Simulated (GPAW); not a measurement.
# La2O3 (P-3m1): the La L₃ absorption edge, part 3 of 4

Aim: the dependence of the La L₃ near-edge features of La2O3 (P-3m1) on volume.

GPAW 26.7.0; X-ray absorption from dipole matrix elements to empty bands, plane-wave PAW LDA.

So far. Step 4 (Spectrum with FCH, La atom 1): The energy difference (zero at 5597 eV) isn't read as a photon energy: for so heavy an absorber the terms left out (core spin–orbit splitting, the hole's spin, the functional's error) amount to tens of eV or more. Step 6 (Spectrum with FCH, La atom 1): Against the first run the r.m.s. difference is 10 %. The highest intensity below 24 eV goes from 2.0 eV (2.80) to 2.6 eV (2.62).

### Step 7. Supercell without a hole, the energy reference

Level of this step: plane-wave PAW DFT, LDA, self-consistent field (GPAW).

The cell changes for the next run, so it gets a reference energy of its own.

The cell differs from the one that the last finished run ended in (a 6.669 → 6.740 Å, b 6.669 → 6.740 Å, c 7.118 → 7.193 Å).

scf.py reads:

```python
import numpy as np
from ase import Atoms
from ase.parallel import parprint, paropen
from gpaw import GPAW, PW, FermiDirac, Mixer, MixerDif, setup_paths
from gpaw.test import gen
setup_paths.insert(0, '.')
gen('La', name='nch2p', xcname='LDA', corehole=(2, 1, 0), write_xml=True)
from gpaw.mpi import world
world.barrier()

atoms = Atoms('La6O9',
    cell=[[-5.8366055, 3.36976576, 0],
     [-5.8366055, -3.36976576, 0],
     [3.89107034, 0, 6.05021239]],
    scaled_positions=[[0.41541189, 0.74874523, 0.24623568],
     [0.74874523, 0.08207856, 0.24623568],
     [0.08207856, 0.41541189, 0.24623568],
     [0.25125477, 0.91792144, 0.75376432],
     [0.58458811, 0.25125477, 0.75376432],
     [0.91792144, 0.58458811, 0.75376432],
     [0, 0, 0],
     [0.33333333, 0.33333333, 0],
     [0.66666667, 0.66666667, 0],
     [0.54863022, 0.88196355, 0.64589065],
     [0.88196355, 0.21529688, 0.64589065],
     [0.21529688, 0.54863022, 0.64589065],
     [0.11803645, 0.78470312, 0.35410935],
     [0.45136978, 0.11803645, 0.35410935],
     [0.78470312, 0.45136978, 0.35410935]],
    pbc=True)
atoms.calc = calc = GPAW(legacy_gpaw=True, mode=PW(500, force_complex_dtype=True), xc='LDA', setups={0: 'nch2p'},
    kpts={'size': (3, 3, 3), 'gamma': True}, occupations=FermiDirac(0.02),
    charge=0, mixer=Mixer(0.1, 5, 50), maxiter=150,
    convergence={'density': 0.0001, 'eigenstates': 1e-6}, txt='scf.txt')
energy = atoms.get_potential_energy() + calc.get_reference_energy()
ef = calc.get_fermi_level()
out = dict(energy=energy, fermi=ef, forces=atoms.get_forces().tolist())
parprint(f'all-electron energy {energy:.4f} eV, Fermi level {ef:.4f} eV')
ev = np.array([[calc.get_eigenvalues(k, s) for k in range(len(calc.get_ibz_k_points()))] for s in range(calc.get_number_of_spins())])
out['homo'], out['lumo'], out['counts'] = ev[ev < ef].max(), ev[ev > ef].min(), sorted(set((ev < ef).sum((0, 2)).tolist()))
out['filled'] = (ev[:, 0] < ef).sum(1).tolist()
import json
with paropen('out.json', 'w') as f:
    json.dump(out, f)
```

Run with:

```bash
$ OMP_NUM_THREADS=1 mpirun -n 4 gpaw python scf.py
```

Numbers of over 12 decimals in the logs are rounded to 6 here.

What it wrote:

```text
Input parameters:
  convergence: {density: 0.0001,
                eigenstates: 1e-06}
  kpts: {gamma: True,
         size: (3, 3, 3)}
  maxiter: 150
  mixer: {backend: pulay,
          beta: 0.1,
          method: separate,
          nmaxold: 5,
          weight: 50}
  mode: {ecut: 500.0,
         force_complex_dtype: True,
         name: pw}
  occupations: {fixmagmom: False,
                name: fermi-dirac,
[...]
6s(2) :    -0.140036     1.051500
5p(6) :    -0.826369     1.094764
*p    :     0.173631
5d(1) :    -0.117867     0.994321
*d    :     0.882133
--------------------------------

Diagonalizing with gridspacing h=0.050

state   all-electron     PAW
-------------------------------
5s:      -1.434450    -1.435315
5p:      -0.826369    -0.827266
5d:      -0.117867    -0.118176
*f:                    0.054381
-------------------------------
all-electron energy -1403905.9593 eV, Fermi level 9.4353 eV
[key lines of the parts left out:]
Converged after 42 iterations.
Dipole moment: (-0.107988, -0.054522, -0.068553) |e|*Ang
Free energy:   -133.985654
Fermi level: 9.43529
```

Elapsed: 1.9 min, on 4 MPI ranks of AMD EPYC 7B13 (Zen 3), shared host; peak memory 0.41 GiB.

Reference energy: -1403905.959 eV with the cores included.

### Step 8. Spectrum with FCH, La atom 1

Shorter bonds are expected to push antibonding states and scattering resonances up, and longer ones down; the cell is scaled to test that.

Changed against the first core-hole run: volume scale from 1 to 0.97.

xas.py reads:

```python
import numpy as np
from ase import Atoms
from ase.parallel import parprint, paropen
from gpaw import GPAW, PW, FermiDirac, Mixer, MixerDif, setup_paths
from gpaw.test import gen
setup_paths.insert(0, '.')
gen('La', name='fch2p', xcname='LDA', corehole=(2, 1, 1), write_xml=True)
from gpaw.mpi import world
world.barrier()

atoms = Atoms('La6O9',
    cell=[[-5.8366055, 3.36976576, 0],
     [-5.8366055, -3.36976576, 0],
     [3.89107034, 0, 6.05021239]],
    scaled_positions=[[0.41541189, 0.74874523, 0.24623568],
     [0.74874523, 0.08207856, 0.24623568],
     [0.08207856, 0.41541189, 0.24623568],
     [0.25125477, 0.91792144, 0.75376432],
     [0.58458811, 0.25125477, 0.75376432],
     [0.91792144, 0.58458811, 0.75376432],
     [0, 0, 0],
     [0.33333333, 0.33333333, 0],
     [0.66666667, 0.66666667, 0],
     [0.54863022, 0.88196355, 0.64589065],
     [0.88196355, 0.21529688, 0.64589065],
     [0.21529688, 0.54863022, 0.64589065],
     [0.11803645, 0.78470312, 0.35410935],
     [0.45136978, 0.11803645, 0.35410935],
     [0.78470312, 0.45136978, 0.35410935]],
    pbc=True)
atoms.calc = calc = GPAW(legacy_gpaw=True, mode=PW(500, force_complex_dtype=True), xc='LDA', setups={0: 'fch2p'},
    kpts={'size': (3, 3, 3), 'gamma': True}, occupations=FermiDirac(0.02),
    charge=0, mixer=Mixer(0.1, 5, 50), maxiter=150,
    convergence={'density': 0.0001, 'eigenstates': 1e-6}, txt='scf.txt')
energy = atoms.get_potential_energy() + calc.get_reference_energy()
ef = calc.get_fermi_level()
out = dict(energy=energy, fermi=ef, forces=atoms.get_forces().tolist())
parprint(f'all-electron energy {energy:.4f} eV, Fermi level {ef:.4f} eV')
ev = np.array([[calc.get_eigenvalues(k, s) for k in range(len(calc.get_ibz_k_points()))] for s in range(calc.get_number_of_spins())])
out['homo'], out['lumo'], out['counts'] = ev[ev < ef].max(), ev[ev > ef].min(), sorted(set((ev < ef).sum((0, 2)).tolist()))
out['filled'] = (ev[:, 0] < ef).sum(1).tolist()

from ase.units import Ha
from gpaw.xas import dipole_matrix_elements
nb = int(calc.get_number_of_electrons() / 2) + 174
top, nb = nb, nb + 8 + nb // 12
nscf = calc.fixed_density(kpts={'size': (4, 4, 4), 'gamma': True}, nbands=nb,
    convergence={'bands': top, 'eigenstates': 5e-3}, maxiter=60, txt='nscf.txt')
cell = atoms.cell.array
ops = [cell.T @ U.T @ np.linalg.inv(cell.T) for U in nscf.wfs.kd.symmetry.op_scc]
filled = [60]  # bands filled in the ground state, by spin
E = np.arange(-6, 34, 0.1)
fwhm = np.interp(E, [4, 25], [3.41, 3.5])
Y, X, zero, highest = 0, 0, 1e9, 1e9
for spin in range(nscf.get_number_of_spins()):
    wfs = nscf.wfs
    mine = wfs.bd.get_slice()  # this rank's bands
    A = dipole_matrix_elements(wfs.setups[0])
    eps = np.zeros((wfs.kd.nibzkpts, nb))
    d = np.zeros((3, A.shape[1], wfs.kd.nibzkpts, nb), complex)
    for kpt in wfs.kpt_u:
        if kpt.s == spin and 0 in kpt.P_ani:
            eps[kpt.k, mine] = kpt.eps_n * Ha
            d[:, :, kpt.k, mine] = (kpt.weight * wfs.nspins / 2) ** 0.5 * np.inner(A, kpt.P_ani[0])
    world.sum(eps)
    world.sum(d)
    T = np.einsum('amkn,bmkn->abkn', d, d.conj()).real
    T = sum(np.einsum('ai,ijkn,bj->abkn', R, T, R) for R in ops) / len(ops)
    empty = np.ones_like(eps, bool) & (np.arange(nb) >= filled[spin])
    zero, highest = min(zero, eps[empty].min()), min(highest, eps[:, top - 1].min())
    lines = [(eps, T, empty)] if spin == 0 else lines + [(eps, T, empty)]
for eps, T, empty in lines:
    f = np.einsum('aakn->akn', T).reshape(3, -1)
    x = eps.ravel() - zero
    w = np.interp(x, E, fwhm) / 2.35482
    g = np.exp(-0.5 * ((E[:, None] - x) / w) ** 2) / (w * (2 * np.pi) ** 0.5)
    Y = Y + (f * empty.ravel()) @ g.T
    X = X + (f * ~empty.ravel()) @ g.T
out.update(E=E.round(2).tolist(), xas=Y.tolist(), xes=X.tolist(), zero=zero, valid=highest - zero, nk=len(eps), nb=nb)
for i in range(0, len(E), 10):
    parprint(f'{E[i]:7.2f}', *(f'{v:10.3e}' for v in Y[:, i]))
import json
with paropen('out.json', 'w') as f:
    json.dump(out, f)
```

Run with:

```bash
$ OMP_NUM_THREADS=1 mpirun -n 4 gpaw python xas.py
```

What it wrote:

```text
Input parameters:
  convergence: {density: 0.0001,
                eigenstates: 1e-06}
  kpts: {gamma: True,
         size: (3, 3, 3)}
  maxiter: 150
  mixer: {backend: pulay,
          beta: 0.1,
          method: separate,
          nmaxold: 5,
          weight: 50}
  mode: {ecut: 500.0,
         force_complex_dtype: True,
         name: pw}
  occupations: {fixmagmom: False,
                name: fermi-dirac,
[...]
*d    :     0.567233
--------------------------------

Diagonalizing with gridspacing h=0.050

state   all-electron     PAW
-------------------------------
5s:      -1.901609    -1.902574
5p:      -1.249815    -1.250864
5d:      -0.432767    -0.433289
*f:                   -0.052522
-------------------------------
all-electron energy -1398320.9114 eV, Fermi level 9.0347 eV
[...]
32.00  1.838e-06  1.838e-06  1.673e-06
  33.00  1.863e-06  1.865e-06  1.743e-06
[key lines of the parts left out:]
Converged after 27 iterations.
Dipole moment: (-0.594805, -0.225572, -0.408345) |e|*Ang
Free energy:   -154.606200
Fermi level: 9.03474
```

The job ended after 4.6 min (4 MPI ranks; peak memory 0.83 GiB; 18 min of CPU time).

| E (eV) | first run | this run |
| --- | --- | --- |
| -2.0 | 0.40 | 0.37 |
| -1.0 | 1.04 | 0.96 |
| 0.0 | 1.87 | 1.74 |
| 1.0 | 2.54 | 2.39 |
| 2.0 | 2.80 | 2.69 |
| 3.0 | 2.59 | 2.59 |
| 4.0 | 2.02 | 2.11 |
| 5.0 | 1.37 | 1.48 |
| 6.0 | 0.85 | 0.94 |
| 7.0 | 0.51 | 0.57 |
| 8.0 | 0.36 | 0.38 |
| 9.0 | 0.32 | 0.32 |
| 10.0 | 0.35 | 0.34 |
| 11.0 | 0.42 | 0.40 |
| 12.0 | 0.48 | 0.47 |
| 13.0 | 0.53 | 0.52 |
| 14.0 | 0.58 | 0.56 |
| 15.0 | 0.61 | 0.60 |
| 16.0 | 0.62 | 0.62 |
| 17.0 | 0.62 | 0.62 |
| 18.0 | 0.61 | 0.61 |
| 19.0 | 0.60 | 0.60 |
| 20.0 | 0.58 | 0.59 |
| 21.0 | 0.54 | 0.55 |
| 22.0 | 0.50 | 0.51 |
| 23.0 | 0.49 | 0.49 |
| 24.0 | 0.49 | 0.48 |
| 25.0 | 0.50 | 0.48 |
| 26.0 | 0.52 | 0.49 |
| 27.0 | 0.56 | 0.52 |
| 28.0 | 0.61 | 0.56 |
| 29.0 | 0.68 | 0.63 |
| 30.0 | 0.75 | 0.70 |

Against the first run the r.m.s. difference is 5 %. The highest intensity below 24 eV goes from 2.0 eV (2.80) to 2.2 eV (2.71).

The photon energy of the zero moves by -0.14 eV.

### Step 9. Reference energy of the supercell

The cell changes for the next run, so it gets a reference energy of its own.

The cell differs from the one that the last finished run ended in (a 6.740 → 6.876 Å, b 6.740 → 6.876 Å, c 7.193 → 7.339 Å).

Changes to scf.py since step 7:

```diff
@@ -11,5 +11,5 @@
 atoms = Atoms('La6O9',
-    cell=[[-5.8366055, 3.36976576, 0],
-     [-5.8366055, -3.36976576, 0],
-     [3.89107034, 0, 6.05021239]],
+    cell=[[-5.9545485, 3.43786018, 0],
+     [-5.9545485, -3.43786018, 0],
+     [3.969699, 0, 6.17247185]],
     scaled_positions=[[0.41541189, 0.74874523, 0.24623568],
```

Run with:

```bash
$ OMP_NUM_THREADS=1 mpirun -n 4 gpaw python scf.py
```

What it wrote:

```text
Input parameters:
  convergence: {density: 0.0001,
                eigenstates: 1e-06}
  kpts: {gamma: True,
         size: (3, 3, 3)}
  maxiter: 150
  mixer: {backend: pulay,
          beta: 0.1,
          method: separate,
          nmaxold: 5,
          weight: 50}
  mode: {ecut: 500.0,
         force_complex_dtype: True,
         name: pw}
  occupations: {fixmagmom: False,
                name: fermi-dirac,
[...]
6s(2) :    -0.140036     1.051500
5p(6) :    -0.826369     1.094764
*p    :     0.173631
5d(1) :    -0.117867     0.994321
*d    :     0.882133
--------------------------------

Diagonalizing with gridspacing h=0.050

state   all-electron     PAW
-------------------------------
5s:      -1.434450    -1.435315
5p:      -0.826369    -0.827266
5d:      -0.117867    -0.118176
*f:                    0.054381
-------------------------------
all-electron energy -1403905.4897 eV, Fermi level 8.4111 eV
[key lines of the parts left out:]
Converged after 43 iterations.
Dipole moment: (-0.104113, -0.052200, -0.065685) |e|*Ang
Free energy:   -133.516145
Fermi level: 8.41106
```

The job ended after 1.9 min (4 MPI ranks; peak memory 0.41 GiB; 7.6 min of CPU time).

Reference energy: -1403905.490 eV with the cores included.

### Step 10. Spectrum with FCH, La atom 1

Shorter bonds are expected to push antibonding states and scattering resonances up, and longer ones down; the cell is scaled to test that.

Changed against the first core-hole run: volume scale from 1 to 1.03.

Changes to xas.py since step 8:

```diff
@@ -11,5 +11,5 @@
 atoms = Atoms('La6O9',
-    cell=[[-5.8366055, 3.36976576, 0],
-     [-5.8366055, -3.36976576, 0],
-     [3.89107034, 0, 6.05021239]],
+    cell=[[-5.9545485, 3.43786018, 0],
+     [-5.9545485, -3.43786018, 0],
+     [3.969699, 0, 6.17247185]],
     scaled_positions=[[0.41541189, 0.74874523, 0.24623568],
@@ -44,3 +44,3 @@
 from gpaw.xas import dipole_matrix_elements
-nb = int(calc.get_number_of_electrons() / 2) + 174
+nb = int(calc.get_number_of_electrons() / 2) + 183
 top, nb = nb, nb + 8 + nb // 12
```

Run with:

```bash
$ OMP_NUM_THREADS=1 mpirun -n 4 gpaw python xas.py
```

What it wrote:

```text
Input parameters:
  convergence: {density: 0.0001,
                eigenstates: 1e-06}
  kpts: {gamma: True,
         size: (3, 3, 3)}
  maxiter: 150
  mixer: {backend: pulay,
          beta: 0.1,
          method: separate,
          nmaxold: 5,
          weight: 50}
  mode: {ecut: 500.0,
         force_complex_dtype: True,
         name: pw}
  occupations: {fixmagmom: False,
                name: fermi-dirac,
[...]
*d    :     0.567233
--------------------------------

Diagonalizing with gridspacing h=0.050

state   all-electron     PAW
-------------------------------
5s:      -1.901609    -1.902574
5p:      -1.249815    -1.250864
5d:      -0.432767    -0.433289
*f:                   -0.052522
-------------------------------
all-electron energy -1398319.3428 eV, Fermi level 8.2536 eV
[...]
32.00  1.911e-06  1.910e-06  1.806e-06
  33.00  1.901e-06  1.901e-06  1.813e-06
[key lines of the parts left out:]
Converged after 27 iterations.
Dipole moment: (-0.583730, -0.214989, -0.396196) |e|*Ang
Free energy:   -153.037635
Fermi level: 8.25358
```

Wall time 4.8 min (4 MPI ranks); peak memory 0.87 GiB.

| E (eV) | first run | this run |
| --- | --- | --- |
| -2.0 | 0.40 | 0.44 |
| -1.0 | 1.04 | 1.12 |
| 0.0 | 1.87 | 2.00 |
| 1.0 | 2.54 | 2.69 |
| 2.0 | 2.80 | 2.89 |
| 3.0 | 2.59 | 2.57 |
| 4.0 | 2.02 | 1.92 |
| 5.0 | 1.37 | 1.26 |
| 6.0 | 0.85 | 0.76 |
| 7.0 | 0.51 | 0.47 |
| 8.0 | 0.36 | 0.34 |
| 9.0 | 0.32 | 0.33 |
| 10.0 | 0.35 | 0.37 |
| 11.0 | 0.42 | 0.43 |
| 12.0 | 0.48 | 0.49 |
| 13.0 | 0.53 | 0.54 |
| 14.0 | 0.58 | 0.59 |
| 15.0 | 0.61 | 0.61 |
| 16.0 | 0.62 | 0.62 |
| 17.0 | 0.62 | 0.62 |
| 18.0 | 0.61 | 0.61 |
| 19.0 | 0.60 | 0.60 |
| 20.0 | 0.58 | 0.56 |
| 21.0 | 0.54 | 0.52 |
| 22.0 | 0.50 | 0.50 |
| 23.0 | 0.49 | 0.50 |
| 24.0 | 0.49 | 0.51 |
| 25.0 | 0.50 | 0.52 |
| 26.0 | 0.52 | 0.55 |
| 27.0 | 0.56 | 0.60 |
| 28.0 | 0.61 | 0.66 |
| 29.0 | 0.68 | 0.73 |
| 30.0 | 0.75 | 0.80 |

The scaled spectrum changes by 5 % r.m.s. The highest intensity below 24 eV goes from 2.0 eV (2.80) to 1.8 eV (2.89).

The photon energy of the zero moves by +0.13 eV.

### Step 11. Reference energy of the supercell

The cell changes for the next run, so it gets a reference energy of its own.

The cell differs from the one that the last finished run ended in (a 6.876 → 6.942 Å, b 6.876 → 6.942 Å, c 7.339 → 7.409 Å).

Changes to scf.py since step 9:

```diff
@@ -11,5 +11,5 @@
 atoms = Atoms('La6O9',
-    cell=[[-5.9545485, 3.43786018, 0],
-     [-5.9545485, -3.43786018, 0],
-     [3.969699, 0, 6.17247185]],
+    cell=[[-6.01180729, 3.47091856, 0],
+     [-6.01180729, -3.47091856, 0],
+     [4.00787153, 0, 6.23182618]],
     scaled_positions=[[0.41541189, 0.74874523, 0.24623568],
```

Run with:

```bash
$ OMP_NUM_THREADS=1 mpirun -n 4 gpaw python scf.py
```

What it wrote:

```text
Input parameters:
  convergence: {density: 0.0001,
                eigenstates: 1e-06}
  kpts: {gamma: True,
         size: (3, 3, 3)}
  maxiter: 150
  mixer: {backend: pulay,
          beta: 0.1,
          method: separate,
          nmaxold: 5,
          weight: 50}
  mode: {ecut: 500.0,
         force_complex_dtype: True,
         name: pw}
  occupations: {fixmagmom: False,
                name: fermi-dirac,
[...]
6s(2) :    -0.140036     1.051500
5p(6) :    -0.826369     1.094764
*p    :     0.173631
5d(1) :    -0.117867     0.994321
*d    :     0.882133
--------------------------------

Diagonalizing with gridspacing h=0.050

state   all-electron     PAW
-------------------------------
5s:      -1.434450    -1.435315
5p:      -0.826369    -0.827266
5d:      -0.117867    -0.118176
*f:                    0.054381
-------------------------------
all-electron energy -1403905.0097 eV, Fermi level 8.0722 eV
[key lines of the parts left out:]
Converged after 38 iterations.
Dipole moment: (-0.102552, -0.051390, -0.064493) |e|*Ang
Free energy:   -133.036059
Fermi level: 8.07219
```

The job ended after 1.8 min (4 MPI ranks; peak memory 0.42 GiB; 7 min of CPU time).

Reference energy: -1403905.010 eV with the cores included.

[end of part 3 of 4]

[Banner, clock and machine lines of the logs are left out without a mark of their own.]

[Logs are printed without paths, hosts, clocks, repeated set-up lines and the standing remarks that a program may print on its own settings, such as how far it seeks lower states.]

[Hosts, paths, dates, database ids (printed as entryN), source tags and the programs' standing remarks are cut or masked in the printed files.]

[Lists of maxima count a maximum above −3 eV only where it reaches 4 % of the highest in the window and stands out from its surroundings by 2 % of it (1.5 % where it reaches 55 %); shoulders and weaker maxima are passed over, and of the rest the first, up to two pre-edge ones and the few strongest are named.]
